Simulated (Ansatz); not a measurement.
## What GeCl2 (model cell, started as fluorite) distorts into

Aim: this structure of GeCl2 (model cell, started as fluorite) is to be tested for unstable modes, and one is followed downhill.

Calculated with Ansatz 0.2.0; DFT PBEsol, scalar-relativistic, plane waves, PAW.

Report form: the programs' logs are mostly left out.

The structure was built from a prototype and need not be the compound's stable phase.

## (1) Starting point

Symmetry: Fm-3m, No. 225, cubic system. Conventional cell: a = 6.490 Å, b = 6.490 Å, c = 6.490 Å, α = 90.00°, β = 90.00°, γ = 90.00°. Ge has 8 Cl at 2.81 Å nearest. Nearest to Cl lie 4 Ge at 2.81 Å. Farther neighbours and most contacts between anions are not listed.

## (2) Phonons on a q mesh

The cell comes from relaxations at this level that are not shown. Stability and thermal properties need the whole zone. Linear response on a 4×4×4 q mesh gives force constants as far as a supercell of that size would, and the tensors from the zone-centre run are typed in so that the long-range dipole term is interpolated apart.

input.yaml reads:

```yaml
crystal:
  lattice:
    - [0.0, 3.2449479433, 3.2449479433]
    - [3.2449479433, 0.0, 3.2449479433]
    - [3.2449479433, 3.2449479433, 0.0]
  atoms:
    - { symbol: Ge, position: [0.0, 0.0, 0.0] }
    - { symbol: Cl, position: [0.25, 0.25, 0.25] }
    - { symbol: Cl, position: [0.75, 0.75, 0.75] }
kpoints:
  mp_grid: { grid: [8, 8, 8] }
hamiltonian:
  xc: pbesol
scf:
  occupations: { method: fixed }
output:
  eigenvalues: true
phonons:
  method: dfpt
  qmesh: [4, 4, 4]
  temperatures: { t_max: 1000, t_step: 50 }
  qpath:
    path:
      - [[0.0, 0.0, 0.0], [0.5, 0.0, 0.5], [0.625, 0.25, 0.625]]
      - [[0.375, 0.375, 0.75], [0.0, 0.0, 0.0], [0.5, 0.5, 0.5], [0.5, 0.25, 0.75], [0.5, 0.0, 0.5]]
    npoints: 10
  non_analytic_term:
    high_frequency_dielectric_tensor: [[6.1697, 0.0, 0.0], [0.0, 6.1697, 0.0], [0.0, 0.0, 6.1697]]
    born_effective_charges:
      - { species: Ge, tensor: [[4.0617, 0.0, 0.0], [0.0, 4.0617, 0.0], [0.0, 0.0, 4.0617]] }
      - { species: Cl, tensor: [[-2.0309, 0.0, 0.0], [0.0, -2.0309, 0.0], [0.0, 0.0, -2.0309]] }
      - { species: Cl, tensor: [[-2.0309, 0.0, 0.0], [0.0, -2.0309, 0.0], [0.0, 0.0, -2.0309]] }
    source: "zone-centre run at this cell"
```

Started as:

```
> ansatz run input.yaml --threads 4 --pin off --max-ram 7168MiB --backend cpu --events-out ev --progress --plain --runs-dir out
```

Elapsed: 2.1 min, on 4 threads of Arm Neoverse V2, shared host; peak memory 1.6 GiB.

This step gave:

```
gap on the k-mesh                                       : 2.408 eV
volume per atom                                         : 22.78 Å³
sum-rule residual before enforcement                    : 3.26e-5 eV/Å²
lowest frequency on the path                            : -82.60 cm⁻¹
point group                                             : m-3m
highest frequency on the path or at a solved wavevector : 233.7 cm⁻¹
highest optical mode at the zone centre (no LO-TO term) : 197.7 cm⁻¹
lowest optical zone-centre mode                         : -57.92 cm⁻¹
lowest mode on the q mesh (acoustic modes at Γ apart)   : -78.61 cm⁻¹
```

Frequencies (cm⁻¹) solved at each irreducible wavevector; negative means imaginary. Frequencies by wavevector, by row:

```tsv
q in reciprocal lattice units	star	mode 1	mode 2	mode 3	mode 4	mode 5	mode 6	mode 7	mode 8	mode 9
0 0 0	1	-57.9	-57.9	-57.9	0	0	0	197.7	197.7	197.7
0 0 0.25	8	-62	-62	70.6	70.6	79	172.6	184.7	184.7	209.4
0 0 -0.5	4	-72.2	-72.2	87.7	112.2	112.2	162.7	164.9	164.9	187.2
0 0.25 0.25	6	-78.6	-78.6	28.1	28.1	123.1	143.3	185.6	185.6	228.3
0 0.25 -0.5	24	-76.2	-61.8	59.7	85.8	88	138.9	165.7	173.7	220.8
0 0.25 -0.25	12	-76.4	-64.4	47.1	106.3	126.9	134	153	182.2	213.3
0 -0.5 -0.5	3	-78.3	-78.3	-61	44.5	44.5	166.2	167.3	167.3	233.7
0.25 -0.5 -0.25	6	-73.4	-37.4	19.9	87.7	87.7	137	137	180.5	227.7
```

Interpolated from a 4×4×4 q mesh, with the LO-TO term (at Γ the limit along the path; where Γ stands inside the path, tables give the limit on arrival). Phonon branches along the path, in cm⁻¹:

```tsv
point	branch 1	branch 2	branch 3	branch 4	branch 5	branch 6	branch 7	branch 8	branch 9
Γ	-58	-58	0	0	0	198	198	198	224
halfway	-79	-79	28	28	123	143	186	186	228
X	-78	-78	-61	45	45	166	167	167	234
halfway	-77	-63	-56	44	63	159	165	169	232
U	-74	-52	39	48	97	140	157	172	228
jump to K	-74	-52	39	48	97	140	157	172	228
halfway	-75	-56	34	101	103	154	172	190	209
Γ	-58	-58	0	0	0	198	198	198	224
halfway	-62	-62	71	71	79	173	185	185	209
L	-72	-72	88	112	112	163	165	165	187
halfway	-72	-59	67	88	111	140	151	177	215
W	-73	-37	20	88	88	137	137	180	228
halfway	-76	-51	-43	36	78	151	158	174	231
X	-78	-78	-61	45	45	166	167	167	234
```

Symmetry leaves 8 wavevectors to solve. The lowest mode among them, the acoustic zeros apart, lies at q = (0, 0.25, 0.25) and is imaginary, 78.6i cm⁻¹, so the energy falls along it. Between them the interpolated path dips to 83i cm⁻¹.

## (3) The mode frozen in, largest atomic shift 0 Å

The mode followed lies at q = (0, 0.25, 0.25) with frequency 78.6i cm⁻¹ and is 2-fold degenerate, the softest among the wavevectors solved. At small amplitude the distorted cell has space group no. 92 by a symmetry search on the positions. The undistorted cell that holds it gives the zero of energy on the same k mesh.

System of this step: GeCl2 (model cell, started as fluorite). The structure is cubic, space group Fm-3m (No. 225). The conventional cell has a = 6.490 Å, b = 6.490 Å, c = 6.490 Å, α = 90.00°, β = 90.00°, γ = 90.00°. Nearest to Ge lie 8 Cl at 2.81 Å. Cl has 4 Ge at 2.81 Å nearest. Farther neighbours and most contacts between anions are not listed.

input.yaml reads:

```yaml
crystal:
  lattice:
    - [0.0, -3.2449479433, -3.2449479433]
    - [0.0, 3.2449479433, -3.2449479433]
    - [12.9797917732, 0.0, 0.0]
  atoms:
    - { symbol: Ge, position: [0.5, 0.5, 0.75] }
    - { symbol: Ge, position: [0.5, 0.5, 0.25] }
    - { symbol: Ge, position: [0.0, 0.0, 0.5] }
    - { symbol: Ge, position: [0.0, 0.0, 0.0] }
    - { symbol: Cl, position: [0.0, 0.5, 0.875] }
    - { symbol: Cl, position: [0.0, 0.5, 0.375] }
    - { symbol: Cl, position: [0.5, 0.0, 0.625] }
    - { symbol: Cl, position: [0.5, 0.0, 0.125] }
    - { symbol: Cl, position: [0.0, 0.5, 0.125] }
    - { symbol: Cl, position: [0.0, 0.5, 0.625] }
    - { symbol: Cl, position: [0.5, 0.0, 0.875] }
    - { symbol: Cl, position: [0.5, 0.0, 0.375] }
kpoints:
  mp_grid: { grid: [6, 6, 2] }
hamiltonian:
  xc: pbesol
scf:
  occupations: { method: gaussian, width: 0.02 }
output:
  forces: true
  stress: true
  eigenvalues: true
```

Wall time 3.4 s (4 threads); peak memory 0.84 GiB; 13 s of CPU time.

This step gave:

```
pressure                         : -0.007016 GPa
energy from the undistorted cell : 0 meV/atom
```

At this level the gap is 2.41 eV on the k-mesh of the self-consistent run, which can miss the band edges.

## (4) The mode frozen in, largest atomic shift 0.22 Å

The atoms are moved along the unstable eigenvector, the largest shift by 0.22 Å, with the cell fixed.

input.yaml reads:

```yaml
crystal:
  lattice:
    - [0.0, -3.2449479433, -3.2449479433]
    - [0.0, 3.2449479433, -3.2449479433]
    - [12.9797917732, 0.0, 0.0]
  atoms:
    - { symbol: Ge, position: [0.5338988489, 0.5338988489, 0.75] }
    - { symbol: Ge, position: [0.4661011511, 0.4661011511, 0.25] }
    - { symbol: Ge, position: [0.0338988489, -0.0338988489, 0.5] }
    - { symbol: Ge, position: [-0.0338988489, 0.0338988489, 0.0] }
    - { symbol: Cl, position: [-0.0123186831, 0.4663506645, 0.875] }
    - { symbol: Cl, position: [0.0123186831, 0.5336493355, 0.375] }
    - { symbol: Cl, position: [0.4663506645, -0.0123186831, 0.625] }
    - { symbol: Cl, position: [0.5336493355, 0.0123186831, 0.125] }
    - { symbol: Cl, position: [0.0336493355, 0.4876813169, 0.125] }
    - { symbol: Cl, position: [-0.0336493355, 0.5123186831, 0.625] }
    - { symbol: Cl, position: [0.5123186831, -0.0336493355, 0.875] }
    - { symbol: Cl, position: [0.4876813169, 0.0336493355, 0.375] }
kpoints:
  mp_grid: { grid: [6, 6, 2] }
hamiltonian:
  xc: pbesol
scf:
  occupations: { method: gaussian, width: 0.02 }
output:
  forces: true
  stress: true
  eigenvalues: true
```

The job ended after 5.8 s (4 threads; peak memory 0.78 GiB).

This step gave:

| Quantity | Value |
| --- | --- |
| pressure | 1.603 GPa |
| gap on the k-mesh | 2.465 eV |
| energy from the undistorted cell | -11.01 meV/atom |

The energy, extrapolated to zero smearing, is -11.01 meV/atom against the undistorted cell.

The run ends at a pressure of 1.60 GPa, with forces up to 0.059 eV/Å.

## (5) Energy along the mode, all amplitudes (two of the runs are shown above)

An imaginary frequency means negative curvature, so the energy should fall and then rise again as anharmonic terms take over.

Numbers from this step:

```yaml
depth_at_the_lowest_point_sampled: 11.01 meV/atom
largest_atomic_shift_at_that_point: 0.22 Å
```

Energy from the parent against largest atomic shift:

```tsv
largest atomic shift (Å)	energy from the parent (meV/atom)
0.000	0
0.040	-0.67
0.080	-2.55
0.140	-6.71
0.220	-11.0
0.320	-3.30
0.450	55.6
```

Displacement at unit largest shift by atom:

```tsv
atom	x (Å)	y (Å)	z (Å)	size
Ge1	0.00	0.00	-1.00	1.00
Ge2	0.00	0.00	1.00	1.00
Ge3	0.00	-1.00	0.00	1.00
Ge4	0.00	1.00	0.00	1.00
Cl5	0.00	-0.32	0.68	0.75
Cl6	0.00	0.32	-0.68	0.75
Cl7	0.00	0.32	0.68	0.75
Cl8	0.00	-0.32	-0.68	0.75
Cl9	0.00	-0.68	-0.32	0.75
Cl10	0.00	0.68	0.32	0.75
Cl11	0.00	-0.68	0.32	0.75
Cl12	0.00	0.68	-0.32	0.75
```

The lowest of the steps tried is at 0.22 Å, 11.0 meV/atom below the parent; the bottom of the well need not coincide with a step.

## (6) Relaxing from the distorted cell

Starting from the lowest point found, all atoms and the cell are let go, so that strain and other modes of the same symmetry can join in.

Changes to input.yaml since step 4:

```diff
@@ -23,3 +23,3 @@
 scf:
-  occupations: { method: gaussian, width: 0.02 }
+  occupations: { method: fixed }
 output:
@@ -28 +28,10 @@
   eigenvalues: true
+  write_density: true
+  write_potential: true
+  elf: true
+  volumetric_format: npy
+relax:
+  adjacent_minimum: "off"
+  f_tol: 0.002
+  max_steps: 120
+  cell: { stress_tol: 0.03 }
```

Elapsed: 3.8 min, on 4 threads; peak memory 1.1 GiB.

Relaxation path (22 of 25):

```tsv
step	energy less that of the first step (eV)	largest force component (eV/Å)	pressure (GPa)	volume (Å³)
1	0.0000	0.0591	1.60	273.35
2	-0.0918	0.2932	-1.08	294.77
3	-0.1274	0.2371	-0.79	293.70
4	-0.1964	0.1311	-0.27	295.29
6	-0.4735	0.1313	-0.20	329.58
7	-0.6304	0.0848	-0.17	348.56
8	-0.7499	0.1073	-0.02	362.67
9	-0.8936	0.0580	-0.22	364.29
10	-1.0026	0.1505	-0.19	355.70
11	-1.0779	0.0469	-0.28	356.38
12	-1.1268	0.1108	-0.53	352.69
14	-1.1464	0.0360	-0.10	345.75
15	-1.1525	0.0175	-0.02	341.16
16	-1.1534	0.0099	-0.01	339.88
17	-1.1535	0.0035	0.01	339.74
18	-1.1535	0.0018	0.00	339.98
19*	-1.2512	0.0054	0.50	339.98
20	-1.2726	0.0189	0.27	348.39
22	-1.2811	0.0224	0.03	356.95
23	-1.2813	0.0048	-0.02	356.78
24	-1.2813	0.0011	0.00	356.60
25*	-1.2823	0.0009	-0.01	356.60
```

Relaxation steps marked * repeat the geometry before them on a plane-wave basis chosen anew for their cell, so energy and pressure can jump there. Other such steps can lie between the rows shown. Relaxation step 13 was tried and not accepted.

Forces are held to the 8 operations that the run works with; a distortion that breaks them can't arise in this run.

```tsv
cell as run	before	after	change
a (Å)	4.589	5.423	+18.2 %
b (Å)	4.589	5.423	+18.2 %
c (Å)	12.980	12.127	-6.6 %
volume (Å³/atom)	22.78	29.72	+30.5 %
```

The atoms that moved most (Å, as changes of fractional coordinates times the final cell):

```tsv
atom	dx	dy	dz	length
Cl11	-1.074	-0.040	-1.338	1.716
Cl9	1.074	-0.040	1.338	1.716
Cl12	-1.074	0.040	1.338	1.716
Cl8	-1.074	1.338	-0.040	1.716
Cl6	1.074	-1.338	-0.040	1.716
Cl7	-1.074	-1.338	0.040	1.716
Cl10	1.074	0.040	-1.338	1.716
Cl5	1.074	1.338	0.040	1.716
```

The relaxed structure:

```cif
data_structure
_symmetry_space_group_name_H-M 'P 1'
_symmetry_Int_Tables_number 1
_cell_length_a 5.4226
_cell_length_b 5.4226
_cell_length_c 12.1274
_cell_angle_alpha 90.000
_cell_angle_beta 90.000
_cell_angle_gamma 90.000
_cell_volume 356.60
loop_
_atom_site_label
_atom_site_type_symbol
_atom_site_fract_x
_atom_site_fract_y
_atom_site_fract_z
_atom_site_occupancy
Ge1 Ge 0.70338 0.70338 0.75000 1
Ge2 Ge 0.29662 0.29662 0.25000 1
Ge3 Ge 0.20338 0.79662 0.50000 1
Ge4 Ge 0.79662 0.20338 0.00000 1
Cl5 Cl 0.80794 0.63554 0.96359 1
Cl6 Cl 0.19206 0.36446 0.46359 1
Cl7 Cl 0.63554 0.80794 0.53641 1
Cl8 Cl 0.36446 0.19206 0.03641 1
Cl9 Cl 0.86446 0.30794 0.21359 1
Cl10 Cl 0.13554 0.69206 0.71359 1
Cl11 Cl 0.69206 0.13554 0.78641 1
Cl12 Cl 0.30794 0.86446 0.28641 1
```

Numbers from this step:

| Item | Value |
| --- | --- |
| pressure | -0.005728 GPa |
| gap on the k-mesh | 2.792 eV |
| volume per atom | 29.72 Å³ |

Valence density in the ac plane at fractional y = 0.192, with atoms of Ge and Cl within 0.2 Å of it. It is the smooth field of the valence electrons, not physical close to the nuclei.

Ten steps, logarithmic in the rise over the least value, from '0' (0 e/Å³) to '9' (26 e/Å³), each cell a mean:
```
100123321137852
000001100112221
000000000111100
000000001333210
000000013444310
000000013444310
000000001232200
000000000000000
000000000000000
000000000000000
000000000000000
011110000000000
012221000000000
012210000000000
001100000000000
000010000000000
001122100000111
111354210012232
211243210012343
110111100012333
000111110001121
000233321001110
001343332124431
101343432249962
```
Columns run along a (5.4 Å), rows up along c (12.1 Å). Atoms in or near the plane, at fractional coordinates: Ge at (0.80, 0.00), Cl at (0.36, 0.04).

ELF in the ac plane at fractional y = 0.192, with atoms of Ge and Cl within 0.2 Å of it. It is the smooth field of the valence electrons, not physical close to the nuclei.

Ten even steps from '_' (0.00) to '@' (0.89), each cell a mean:
```
++..--%%@@@@@@%%==----....--**
==__..==****++::....----==++++
________..______::==++++--::..
____________::++%%@@@@@@%%**::
::________..++%%@@@@##%%@@@@**
::________..++%%@@@@%%@@@@@@**
____________--##@@@@@@@@@@##==
______________::==**##**++--..
____________________....______
____....______________________
..--====--::__________________
==##%%%%##++::______________..
**%%%%@@%%##--______________--
++##%%%%##++::______________::
::--====--..__________________
____....::::....______..::..__
::..::::----==--..__::**####++
**--::--::--====....**@@@@@@@@
%%==::------==--..::##@@@@@@@@
##--::::------..__..**@@@@@@@@
--....::==++++==..__::++**##**
..__--##@@@@@@%%++::::::----::
--..++@@%%++**@@##==------==++
==..++@@@@**##@@##==::____::**
```
Columns run along a (5.4 Å), rows up along c (12.1 Å). Atoms in or near the plane, at fractional coordinates: Ge at (0.80, 0.00), Cl at (0.36, 0.04).

Electrostatic potential energy in the ac plane at fractional y = 0.192, with atoms of Ge and Cl within 0.2 Å of it. With pseudopotentials it is smooth inside the atoms' cores, unlike the true potential.

Ten even steps from '0' (-38 eV) to '9' (8 eV), each cell a mean:
```
899875578731025
999999999875568
999999999988899
999999998645899
999999996100489
999999996100589
999999999766899
999999999999999
999999999999999
999999999999999
999999999999999
998899999999999
987789999999999
998889999999999
999999999999999
999888999999999
998655789999999
886312589998767
887423589996325
898767899997546
999988899999888
999853479988889
898500027753247
899610037620014
```
Columns run along a (5.4 Å; values clipped at the 3rd and 97th percentile), rows up along c (12.1 Å). Atoms in or near the plane, at fractional coordinates: Ge at (0.80, 0.00), Cl at (0.36, 0.04).

The distorted start has space group P4_12_12; the relaxation ends in P4_12_12.

## (7) Summary of results

| Item | Value |
| --- | --- |
| unstable mode of the parent | q = (0, 0.25, 0.25), 79i cm⁻¹ |
| depth at the lowest point sampled | 11.0 meV/atom |
| largest atomic shift at that point | 0.22 Å |
| space group reached (within 0.01 Å) | P4_12_12 |
| energy gained over the parent (first relaxation, on the mesh of the frozen mode) | 118 meV/atom |
| volume per atom, phase reached | 29.7 Å³ |
| gap on the k-mesh, phase reached | 2.79 eV |

What this shows: From this start the structure relaxes into P4_12_12, 118 meV/atom below the parent. At the parent's cell the well is 11.01 meV/atom deep on the steps tried, with its lowest point at a shift of 0.22 Å. Relaxing atoms and cell changes the gain by +106.85 meV/atom against the lowest step (energies at zero smearing). Most of the total comes from this relaxation. The frozen pattern makes up only 6 % of the final shifts of the atoms, so other modes or strain give most of the change. The modes of the phase reached were not computed on this path. Of the 6 patterns followed to their end from this parent, this one reaches the lowest energy. Each path keeps the symmetry of its pattern, so a lower phase may lie along a pattern not tried. The program warns that the interpolation holds no quadrupole term, so branches close to Γ can be off in this crystal. The volume moved by more than a tenth on the k mesh of the start, so the energy gain is rough. The starting cell was built on a prototype and not taken from a measurement, so the phase need not exist.

[Logs are printed without paths, hosts, clocks, repeated set-up lines and the standing remarks that a program may print on its own settings, such as how far it seeks lower states.]

[Hosts, paths, dates, database ids (printed as entryN), source tags and the programs' standing remarks are cut or masked in the printed files.]
